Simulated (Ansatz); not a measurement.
## How Cr(110) screens a field

Where does the screening charge of Cr(110) sit?

Program: Ansatz 0.2.0. Level of theory: plane-wave DFT, PBE, Ansatz PAW. Results are calculated unless marked as measured.

### Step 1. The structure

The cell holds 7 atoms: 7 Cr. Its edges and angles: a = 2.494 Å, b = 2.494 Å, c = 30.219 Å, α = 90.0°, β = 90.0°, γ = 70.5°. Vacuum lies along c.

### Step 2. Single point, field 0

A sawtooth potential applies the field, turning back in the middle of the vacuum. With the dipole correction the typed value is the field outside the slab. The induced dipole is small, so the SCF threshold is tight.

File input.yaml:

```yaml
crystal:
  lattice:
    - [2.0364675298, -1.44, 0.0]
    - [2.0364675298, 1.44, 0.0]
    - [0.0, 0.0, 30.2188051789]
  atoms:
    - { symbol: Cr, position: [0.0, 0.0, 0.2978277912] }
    - { symbol: Cr, position: [0.5, 0.5, 0.3652185275] }
    - { symbol: Cr, position: [0.0, 0.0, 0.4326092637] }
    - { symbol: Cr, position: [0.5, 0.5, 0.5] }
    - { symbol: Cr, position: [0.0, 0.0, 0.5673907363] }
    - { symbol: Cr, position: [0.5, 0.5, 0.6347814725] }
    - { symbol: Cr, position: [0.0, 0.0, 0.7021722088] }
kpoints:
  mp_grid: { grid: [22, 22, 1] }
hamiltonian:
  xc: pbe
scf:
  occupations: { method: fermi_dirac, width: 0.1 }
  convergence: { dr2_threshold: 1.0e-10 }
efield:
  axis: 3
  dipole_correction: true
  ramp_position: 0.97
  ramp_width: 0.06
  amplitude: 0
output:
  forces: true
  write_potential: true
  write_density: true
  volumetric_format: npy
```

Run with:

```bash
ansatz run input.yaml --threads 4 --pin off --max-ram 6144MiB --backend cpu --events-out ev --progress --plain --runs-dir out
```

Numbers of over 12 decimals in the logs are rounded to 6 here.

The program printed:

```text
Engine: ansatz 0.2.0, x86_64-unknown-linux-gnu
Pseudopotentials: kind: paw
Pseudopotential: Cr, paw, valence charge 14, recommended cutoff 420 eV (normal), Cr.paw.azcp
Functional definition: PBE
  parameter kappa = 0.804
  parameter beta = 0.066725
  exchange = pbe_x(kappa = kappa, mu = beta*pi^2/3)
  correlation = pbe_c(beta = beta)
Crystal: 7 atoms, lattice volume = 177.234 Å³
Basis set: ecut = 420 eV, 3439 PW (Γ), exchange–correlation on 36×36×432 points (8 copies of the dense FFT grid, shifted against one another)
Bands: 59, of which v1, the nominal top of the filled ones, is band 49 counted from 1 (48 counted from 0)
Symmetry: 4 space group operations
k-points: 133 of 484
Non-local potential: Cr, projectors of the file, l = 0: 3, l = 1: 2, l = 2: 3, l = 3: 1
PAW form: soft (Blöchl's): semilocal exchange-correlation on the pseudo side does not see the compensation charge
PAW one-centre angular grid: Cr, 590 points (default); XC on 64 Gauss nodes
Initial density: superposition of atomic densities (neutral atoms: chi_scale 0, normalization atom), corrected by the library's trained network
Initial wavefunctions: pseudopotential atomic-orbital guess
Functional: x = pbe(κ = 0.804, μ = 0.219515), c = pbe(β = 0.066725)
SCF iter   1: F=—  HF=-23641.847528 eV  |F-HF|=—  |Δ(HF+E_count)|=         —  Δρ=1.95e-2  dr2=1.04e1  ethr=1.77e-3  p=0.000 e·Å  D=3.32e-13 V/Å  ΔV_dip=-0.00 eV  dr2_dipole=1.94e-6  V_vac-E_F(+/−)=4.28/4.28 eV  ⟨swp⟩=7.4  Hψ=72056  notcnv=0  defer=26
efield: sawtooth ramp at fractional position 0.9700 (set: `efield.ramp_position`, or a place that a band, a saddle search or an elastic batch's reference lends), width 0.0600; the density the first Hamiltonian is built on has a dipole p = 0.000 e·Å; the dipole correction subtracts the counter field D = 3.32e-13 V/Å, which shifts the + side's vacuum level by -0.00 eV against the − side's; the planar-averaged density in the ramp window peaks in size at 3.0e-5 e/Å³
automatic band count: the SCF goes on with 69 bands, as 59 were too few: the levels above may hold too much charge
preconditioner: auto → LDOS  [metal: Δε(μ)=0.008 eV  Ē_g=4.027 eV  σ=0.100 eV  W_gap=0.02  n_scr=22 (ndim 8)  ℏωp=18.1 eV  f_vac=0.483  D(μ)=6.51/eV (n_scr^D=24)  β→1.0]
SCF iter   2: F=—  HF=-23641.749705 eV  |F-HF|=—  |Δ(HF+E_count)|=   9.78e-2  Δρ=8.07e-3  dr2=6.32e-1  ethr=1.77e-3  p=-0.000 e·Å  D=-1.06e-6 V/Å  ΔV_dip=0.00 eV  dr2_dipole=1.43e-7  V_vac-E_F(+/−)=4.79/4.79 eV  ⟨swp⟩=2.0  Hψ=11878  notcnv=0  defer=54
SCF iter   3: F=—  HF=-23641.740342 eV  |F-HF|=—  |Δ(HF+E_count)|=   9.36e-3  Δρ=2.91e-3  dr2=2.51e-2  ethr=6.45e-4  p=-0.000 e·Å  D=-9.93e-7 V/Å  ΔV_dip=0.00 eV  dr2_dipole=1.55e-7  V_vac-E_F(+/−)=4.78/4.78 eV  ⟨swp⟩=2.0  Hψ=11133  notcnv=0  defer=61
SCF iter   4: F=—  HF=-23641.738718 eV  |F-HF|=—  |Δ(HF+E_count)|=   1.62e-3  Δρ=3.76e-4  dr2=1.19e-3  ethr=2.56e-5  p=-0.000 e·Å  D=-7.92e-8 V/Å  ΔV_dip=0.00 eV  dr2_dipole=3.76e-8  V_vac-E_F(+/−)=4.81/4.81 eV  ⟨swp⟩=1.6  Hψ=10722  notcnv=0  defer=61
SCF iter   5: F=—  HF=-23641.738851 eV  |F-HF|=—  |Δ(HF+E_count)|=   1.33e-4  Δρ=3.22e-4  dr2=3.65e-4  ethr=1.21e-6  p=-0.000 e·Å  D=-6.93e-7 V/Å  ΔV_dip=0.00 eV  dr2_dipole=5.07e-9  V_vac-E_F(+/−)=4.85/4.85 eV  ⟨swp⟩=2.2  Hψ=12401  notcnv=0  defer=61
SCF iter   6: F=—  HF=-23641.738830 eV  |F-HF|=—  |Δ(HF+E_count)|=   2.15e-5  Δρ=1.68e-4  dr2=5.74e-5  ethr=3.72e-7  p=-0.000 e·Å  D=-3.64e-7 V/Å  ΔV_dip=0.00 eV  dr2_dipole=1.40e-10  V_vac-E_F(+/−)=4.87/4.87 eV  ⟨swp⟩=2.0  Hψ=11627  notcnv=0  defer=61
SCF iter   7: F=—  HF=-23641.738750 eV  |F-HF|=—  |Δ(HF+E_count)|=   8.02e-5  Δρ=3.19e-5  dr2=3.65e-6  ethr=5.86e-8  p=-0.000 e·Å  D=-3.57e-7 V/Å  ΔV_dip=0.00 eV  dr2_dipole=1.67e-10  V_vac-E_F(+/−)=4.87/4.87 eV  ⟨swp⟩=2.3  Hψ=12471  notcnv=0  defer=61
SCF iter   8: F=—  HF=-23641.738932 eV  |F-HF|=—  |Δ(HF+E_count)|=   1.82e-4  Δρ=2.13e-5  dr2=1.06e-6  ethr=3.72e-9  p=-0.000 e·Å  D=-8.31e-9 V/Å  ΔV_dip=0.00 eV  dr2_dipole=2.52e-11  V_vac-E_F(+/−)=4.88/4.88 eV  ⟨swp⟩=2.6  Hψ=14219  notcnv=0  defer=52
SCF iter   9: F=—  HF=-23641.738932 eV  |F-HF|=—  |Δ(HF+E_count)|=   1.53e-8  Δρ=5.19e-6  dr2=1.01e-7  ethr=1.08e-9  p=-0.000 e·Å  D=-2.03e-8 V/Å  ΔV_dip=0.00 eV  dr2_dipole=1.28e-11  V_vac-E_F(+/−)=4.88/4.88 eV  ⟨swp⟩=2.4  Hψ=13817  notcnv=0  defer=52
SCF iter  10: F=—  HF=-23641.738932 eV  |F-HF|=—  |Δ(HF+E_count)|=   6.50e-8  Δρ=3.74e-6  dr2=2.77e-8  ethr=1.03e-10  p=-0.000 e·Å  D=-9.99e-9 V/Å  ΔV_dip=0.00 eV  dr2_dipole=1.99e-12  V_vac-E_F(+/−)=4.88/4.88 eV  ⟨swp⟩=2.7  Hψ=15250  notcnv=0  defer=52
SCF iter  11: F=—  HF=-23641.738932 eV  |F-HF|=—  |Δ(HF+E_count)|=   6.88e-9  Δρ=1.49e-6  dr2=9.64e-9  ethr=2.83e-11  p=-0.000 e·Å  D=-1.30e-9 V/Å  ΔV_dip=0.00 eV  dr2_dipole=1.72e-13  V_vac-E_F(+/−)=4.88/4.88 eV  ⟨swp⟩=2.5  Hψ=13885  notcnv=0  defer=51
SCF iter  12: F=—  HF=-23641.738932 eV  |F-HF|=—  |Δ(HF+E_count)|=   1.56e-8  Δρ=6.16e-7  dr2=1.90e-9  ethr=9.84e-12  p=-0.000 e·Å  D=-3.02e-9 V/Å  ΔV_dip=0.00 eV  dr2_dipole=1.49e-13  V_vac-E_F(+/−)=4.88/4.88 eV  ⟨swp⟩=2.1  Hψ=11155  notcnv=0  defer=51
SCF iter  13: F=-23641.738932 eV  HF=-23641.738932 eV  |F-HF|=3.53e-10  |Δ(HF+E_count)|=   8.40e-9  Δρ=1.46e-7  dr2=5.62e-11  ethr=1.00e-12  p=-0.000 e·Å  D=-3.39e-10 V/Å  ΔV_dip=0.00 eV  dr2_dipole=5.83e-16  V_vac-E_F(+/−)=4.88/4.88 eV  ⟨swp⟩=10.5  Hψ=52489  notcnv=0
SCF 1 converged in 13 iterations: F = -23641.738932 eV  dr2 = 5.62e-11
  greatest PAW one-centre occupation: 1.000 electrons in one spin orbital (limit 2), on the Cr atom at site 3 (counted from 0), in its partial waves of l = 0
WARN: The output density's exchange-correlation potential varies sharply where the density is thin. Do not read a vacuum level from v_tot or v_xc, or from such a field of the output density. On a cell that repeats whose density bears no net charge and no dipole along the vacuum's axis use v_es (v_loc + v_h of the components); under efield.dipole_correction with no amplitude use v_es + v_field, which holds any externa [...]
SCF converged after 13 iterations
Free energy (F): -23641.738932 eV
Harris-Foulkes:  -23641.738932 eV  (|F-HF|=3.53e-10)
Internal energy: -23641.509324 eV  (E = F + TS)
E sigma→0 (E₀):  -23641.624128 eV
Entropy (-TS):   -0.229608 eV (-32.801 meV/atom)
Fermi energy:    6.342858 eV
Dipole field:    D = -0.000000 V/Å  (p = -0.000000 e·Å, saw-weighted, corrected)
Work function:   Φ+ = 4.8781 eV   Φ− = 4.8781 eV
Levels:          The Fermi level and band energies are counted from a zero that moves with the ramp; work functions are not
--- Per-component energies (eV) ---
  E_band       = -2283.443179
  E_kinetic    = 2393.698288
  E_local      = -219275.249238  (includes V_loc(G=0)·N_el)
  E_nonlocal   = 550.003195
  E_hartree    = 108483.267845
  E_xc         = -975.766725
  E_vxc        = -1244.497890  (∫ρ·V_xc dr)
  E_paw        = -8363.230444  (= ΣΔE_a)
  E_vpaw       = -1673.933074  (= ΣTr[D̂ρ^β])
  E_aug_tail   = 0.002628  (compensation charges beyond the density's cutoff)
  E_efield     = 0.000000  (sawtooth field / dipole correction)
  E_vefield    = 0.000000  (∫n·V_field dr)
  E_ewald      = 93545.765129
  E_smearing   = -0.229608  (= −TS)
  E_closure    = 0.000000  (closes the sum)
  Σ components = -23641.738932   (vs F -23641.738932, Δ=0.00e0)
--- Forces (eV/Å), atoms counted from 1 ---
  atom   1  Cr     0.00000000     0.00000000     0.73326391
  atom   2  Cr     0.00000000     0.00000000    -0.46235817
  atom   3  Cr     0.00000000     0.00000000     0.02272093
  atom   4  Cr     0.00000000     0.00000000     0.00000006
  atom   5  Cr     0.00000000     0.00000000    -0.02272089
  atom   6  Cr     0.00000000     0.00000000     0.46235806
  atom   7  Cr     0.00000000     0.00000000    -0.73326394
  max |Σ_I F_I| component: 4.11e-8 eV/Å
--- Band table (eV; the first three rows and the last of 133) ---
  k-point 0: bands = [... 45 lower, 5.4396, 5.4694, 5.5954, 5.9137, 5.9557, 6.5204, 6.6418, 7.1375, ... 16 higher]
  k-point 1: bands = [... 45 lower, 5.4221, 5.4964, 5.6340, 5.8270, 6.0045, 6.4985, 6.5743, 6.8853, ... 16 higher]
  k-point 2: bands = [... 45 lower, 5.3736, 5.5825, 5.6137, 5.7599, 6.0835, 6.2543, 6.4238, 6.7394, ... 16 higher]
  k-point 132: bands = [... 45 lower, 6.7581, 6.8135, 6.9696, 7.0592, 7.0660, 7.2987, 7.3851, 7.8266, ... 16 higher]
```

Wall time 69 s (4 threads of Intel Xeon Platinum 8175M at 2.50GHz (Skylake/Cascade Lake), shared host); peak memory 1.5 GiB.

The column dr2 measures how far the density is from self-consistency, as an energy; F and HF (Harris–Foulkes) agree once it is small.

This run has no spin polarisation, although Cr can carry a moment.

This step gave:

* energy at zero smearing: -23641.6241 eV
* work function, upper face: 4.878 eV
* dipole along the normal: -3.41e-8 e·Å

Running mean over 2.036 Å of the planar mean; the ramp of the sawtooth is left out. The electron's electrostatic potential energy less the Fermi level by z:

z (Å), electron's electrostatic potential energy less the Fermi level (eV) and a bar from the least value:
```
      3.5       4.88 ##############################
      4.0       4.88 ##############################
      4.5       4.88 ##############################
      5.0       4.87 ##############################
      5.5       4.85 ##############################
      6.0       4.78 ##############################
      6.5       4.55 #############################
      7.0       3.82 ############################
      7.5       1.34 #######################
      8.0      -3.33 #############
      8.5      -7.76 ####
      9.0      -9.54 #
      9.5      -9.73 
     10.0      -9.79 
     10.5      -9.87 
     11.0      -9.89 
     11.5      -9.90 
     12.0      -9.89 
     12.5      -9.87 
     13.0      -9.86 
     13.5      -9.85 
     14.0      -9.84 
     14.5      -9.84 
     15.0      -9.84 
     15.5      -9.84 
     16.0      -9.84 
     16.5      -9.85 
     17.0      -9.86 
     17.5      -9.87 
     18.0      -9.88 
     18.5      -9.90 
     19.0      -9.90 
     19.5      -9.88 
     20.0      -9.83 
     20.5      -9.75 
     21.0      -9.69 
     21.5      -8.90 ##
     22.0      -5.48 #########
     22.5      -0.54 ###################
     23.0       3.07 ##########################
     23.5       4.33 #############################
     24.0       4.71 ##############################
     24.5       4.83 ##############################
     25.0       4.86 ##############################
     25.5       4.87 ##############################
     26.0       4.88 ##############################
     26.5       4.88 ##############################
     27.0       4.88 ##############################
```

Force by atom:

| atom | x (eV/Å) | y (eV/Å) | z (eV/Å) | size |
| --- | --- | --- | --- | --- |
| Cr1 | 0.000 | 0.000 | 0.733 | 0.733 |
| Cr2 | 0.000 | 0.000 | -0.462 | 0.462 |
| Cr3 | 0.000 | 0.000 | 0.023 | 0.023 |
| Cr4 | 0.000 | 0.000 | 0.000 | 0.000 |
| Cr5 | 0.000 | 0.000 | -0.023 | 0.023 |
| Cr6 | 0.000 | 0.000 | 0.462 | 0.462 |
| Cr7 | 0.000 | 0.000 | -0.733 | 0.733 |

The work function of the upper face is 4.88 eV.

### Step 3. Single point, field 0.05 V/Å

Edit input.yaml of step 2 so:

```diff
@@ -25,3 +25,3 @@
   ramp_width: 0.06
-  amplitude: 0
+  amplitude: 0.05
 output:
```

The program printed:

```text
[...]
Crystal: 7 atoms, lattice volume = 177.234 Å³
Basis set: ecut = 420 eV, 3439 PW (Γ), exchange–correlation on 36×36×432 points (8 copies of the dense FFT grid, shifted against one another)
Bands: 59, of which v1, the nominal top of the filled ones, is band 49 counted from 1 (48 counted from 0)
Symmetry: 4 space group operations
k-points: 133 of 484
[...]
k-point 0: bands = [... 45 lower, 5.4395, 5.4692, 5.5953, 5.9135, 5.9556, 6.5203, 6.6417, 7.1374, ... 16 higher]
  k-point 1: bands = [... 45 lower, 5.4219, 5.4963, 5.6339, 5.8269, 6.0044, 6.4984, 6.5742, 6.8852, ... 16 higher]
  k-point 2: bands = [... 45 lower, 5.3735, 5.5823, 5.6136, 5.7597, 6.0834, 6.2541, 6.4237, 6.7393, ... 16 higher]
  k-point 132: bands = [... 45 lower, 6.7580, 6.8133, 6.9695, 7.0591, 7.0658, 7.2986, 7.3849, 7.8264, ... 16 higher]
[key lines of the parts left out:]
SCF converged after 16 iterations
Free energy (F): -23641.739584 eV
Fermi energy:    6.342727 eV
Dipole field:    D = 0.026623 V/Å  (p = 0.026076 e·Å, saw-weighted, corrected)
```

Wall time 72 s (4 threads); peak memory 1.5 GiB; 4.7 min of CPU time.

The dipole is 0.0261 e·Å.

### Step 4. Atoms held, field -0.05 V/Å

Edit input.yaml of step 3 so:

```diff
@@ -25,3 +25,3 @@
   ramp_width: 0.06
-  amplitude: 0.05
+  amplitude: -0.05
 output:
```

The program printed:

```text
[...]
Crystal: 7 atoms, lattice volume = 177.234 Å³
Basis set: ecut = 420 eV, 3439 PW (Γ), exchange–correlation on 36×36×432 points (8 copies of the dense FFT grid, shifted against one another)
Bands: 59, of which v1, the nominal top of the filled ones, is band 49 counted from 1 (48 counted from 0)
Symmetry: 4 space group operations
k-points: 133 of 484
[...]
k-point 0: bands = [... 45 lower, 5.4395, 5.4692, 5.5953, 5.9135, 5.9556, 6.5203, 6.6417, 7.1374, ... 16 higher]
  k-point 1: bands = [... 45 lower, 5.4219, 5.4963, 5.6339, 5.8269, 6.0044, 6.4984, 6.5742, 6.8852, ... 16 higher]
  k-point 2: bands = [... 45 lower, 5.3735, 5.5823, 5.6136, 5.7597, 6.0834, 6.2541, 6.4237, 6.7393, ... 16 higher]
  k-point 132: bands = [... 45 lower, 6.7580, 6.8133, 6.9695, 7.0591, 7.0658, 7.2986, 7.3849, 7.8264, ... 16 higher]
[key lines of the parts left out:]
SCF converged after 16 iterations
Free energy (F): -23641.739584 eV
Fermi energy:    6.342727 eV
Dipole field:    D = -0.026623 V/Å  (p = -0.026076 e·Å, saw-weighted, corrected)
```

Run time: 72 s. Hardware: 4 threads; peak memory 1.4 GiB.

The dipole is -0.0261 e·Å.

### Step 5. Atoms held, field 0.1 V/Å

Edit input.yaml of step 4 so:

```diff
@@ -25,3 +25,3 @@
   ramp_width: 0.06
-  amplitude: -0.05
+  amplitude: 0.1
 output:
```

The program printed:

```text
[...]
Crystal: 7 atoms, lattice volume = 177.234 Å³
Basis set: ecut = 420 eV, 3439 PW (Γ), exchange–correlation on 36×36×432 points (8 copies of the dense FFT grid, shifted against one another)
Bands: 59, of which v1, the nominal top of the filled ones, is band 49 counted from 1 (48 counted from 0)
Symmetry: 4 space group operations
k-points: 133 of 484
[...]
k-point 0: bands = [... 45 lower, 5.4391, 5.4689, 5.5949, 5.9131, 5.9552, 6.5199, 6.6412, 7.1370, ... 16 higher]
  k-point 1: bands = [... 45 lower, 5.4215, 5.4959, 5.6335, 5.8264, 6.0040, 6.4979, 6.5738, 6.8850, ... 16 higher]
  k-point 2: bands = [... 45 lower, 5.3731, 5.5818, 5.6132, 5.7593, 6.0830, 6.2535, 6.4236, 6.7389, ... 16 higher]
  k-point 132: bands = [... 45 lower, 6.7576, 6.8130, 6.9691, 7.0587, 7.0654, 7.2982, 7.3846, 7.8260, ... 16 higher]
[key lines of the parts left out:]
SCF converged after 16 iterations
Free energy (F): -23641.741540 eV
Fermi energy:    6.342341 eV
Dipole field:    D = 0.053246 V/Å  (p = 0.052152 e·Å, saw-weighted, corrected)
```

It took 72 s on 4 threads; peak memory 1.5 GiB.

The dipole is 0.0522 e·Å.

### Step 6. Atoms held, field -0.1 V/Å

Edit input.yaml of step 5 so:

```diff
@@ -25,3 +25,3 @@
   ramp_width: 0.06
-  amplitude: 0.1
+  amplitude: -0.1
 output:
```

The program printed:

```text
[...]
Crystal: 7 atoms, lattice volume = 177.234 Å³
Basis set: ecut = 420 eV, 3439 PW (Γ), exchange–correlation on 36×36×432 points (8 copies of the dense FFT grid, shifted against one another)
Bands: 59, of which v1, the nominal top of the filled ones, is band 49 counted from 1 (48 counted from 0)
Symmetry: 4 space group operations
k-points: 133 of 484
[...]
k-point 0: bands = [... 45 lower, 5.4391, 5.4689, 5.5949, 5.9131, 5.9552, 6.5199, 6.6412, 7.1370, ... 16 higher]
  k-point 1: bands = [... 45 lower, 5.4215, 5.4959, 5.6335, 5.8264, 6.0040, 6.4979, 6.5738, 6.8850, ... 16 higher]
  k-point 2: bands = [... 45 lower, 5.3731, 5.5818, 5.6132, 5.7593, 6.0830, 6.2535, 6.4236, 6.7389, ... 16 higher]
  k-point 132: bands = [... 45 lower, 6.7576, 6.8130, 6.9691, 7.0587, 7.0654, 7.2982, 7.3846, 7.8260, ... 16 higher]
[key lines of the parts left out:]
SCF converged after 16 iterations
Free energy (F): -23641.741540 eV
Fermi energy:    6.342340 eV
Dipole field:    D = -0.053246 V/Å  (p = -0.052152 e·Å, saw-weighted, corrected)
```

Elapsed: 72 s, on 4 threads; peak memory 1.5 GiB; 4.7 min of CPU time.

The dipole is -0.0522 e·Å.

### Step 7. Single point, field 0.2 V/Å

Edit input.yaml of step 6 so:

```diff
@@ -25,3 +25,3 @@
   ramp_width: 0.06
-  amplitude: -0.1
+  amplitude: 0.2
 output:
```

The program printed:

```text
[...]
Crystal: 7 atoms, lattice volume = 177.234 Å³
Basis set: ecut = 420 eV, 3439 PW (Γ), exchange–correlation on 36×36×432 points (8 copies of the dense FFT grid, shifted against one another)
Bands: 59, of which v1, the nominal top of the filled ones, is band 49 counted from 1 (48 counted from 0)
Symmetry: 4 space group operations
k-points: 133 of 484
[...]
k-point 0: bands = [... 45 lower, 5.4377, 5.4673, 5.5934, 5.9113, 5.9536, 6.5184, 6.6394, 7.1355, ... 16 higher]
  k-point 1: bands = [... 45 lower, 5.4200, 5.4943, 5.6319, 5.8246, 6.0025, 6.4959, 6.5723, 6.8840, ... 16 higher]
  k-point 2: bands = [... 45 lower, 5.3715, 5.5800, 5.6118, 5.7576, 6.0814, 6.2511, 6.4229, 6.7375, ... 16 higher]
  k-point 132: bands = [... 45 lower, 6.7560, 6.8114, 6.9675, 7.0572, 7.0639, 7.2967, 7.3830, 7.8245, ... 16 higher]
[key lines of the parts left out:]
SCF converged after 16 iterations
Free energy (F): -23641.749363 eV
Fermi energy:    6.340788 eV
Dipole field:    D = 0.106505 V/Å  (p = 0.104317 e·Å, saw-weighted, corrected)
```

The job ended after 72 s (4 threads; peak memory 1.5 GiB; 4.7 min of CPU time).

The dipole is 0.104 e·Å.

### Step 8. Atoms held, field -0.2 V/Å

Edit input.yaml of step 7 so:

```diff
@@ -25,3 +25,3 @@
   ramp_width: 0.06
-  amplitude: 0.2
+  amplitude: -0.2
 output:
```

The program printed:

```text
[...]
Crystal: 7 atoms, lattice volume = 177.234 Å³
Basis set: ecut = 420 eV, 3439 PW (Γ), exchange–correlation on 36×36×432 points (8 copies of the dense FFT grid, shifted against one another)
Bands: 59, of which v1, the nominal top of the filled ones, is band 49 counted from 1 (48 counted from 0)
Symmetry: 4 space group operations
k-points: 133 of 484
[...]
k-point 0: bands = [... 45 lower, 5.4377, 5.4673, 5.5934, 5.9113, 5.9536, 6.5184, 6.6394, 7.1355, ... 16 higher]
  k-point 1: bands = [... 45 lower, 5.4200, 5.4943, 5.6319, 5.8246, 6.0025, 6.4959, 6.5723, 6.8840, ... 16 higher]
  k-point 2: bands = [... 45 lower, 5.3715, 5.5800, 5.6118, 5.7576, 6.0814, 6.2511, 6.4229, 6.7375, ... 16 higher]
  k-point 132: bands = [... 45 lower, 6.7560, 6.8114, 6.9675, 7.0572, 7.0639, 7.2967, 7.3830, 7.8245, ... 16 higher]
[key lines of the parts left out:]
SCF converged after 16 iterations
Free energy (F): -23641.749363 eV
Fermi energy:    6.340788 eV
Dipole field:    D = -0.106504 V/Å  (p = -0.104316 e·Å, saw-weighted, corrected)
```

It took 74 s on 4 threads; peak memory 1.5 GiB; 4.8 min of CPU time.

The dipole is -0.104 e·Å.

[end of part 1 of 2]

[Logs are printed without paths, hosts, clocks, repeated set-up lines and the standing remarks that a program may print on its own settings, such as how far it seeks lower states.]

[Hosts, paths, dates, database ids (printed as entryN), source tags and the programs' standing remarks are cut or masked in the printed files.]

[Maps of the electrostatic potential energy from Ansatz leave out the sawtooth potential of an applied field or a dipole correction, so their vacuum need not be flat; planar profiles and work functions include it.]
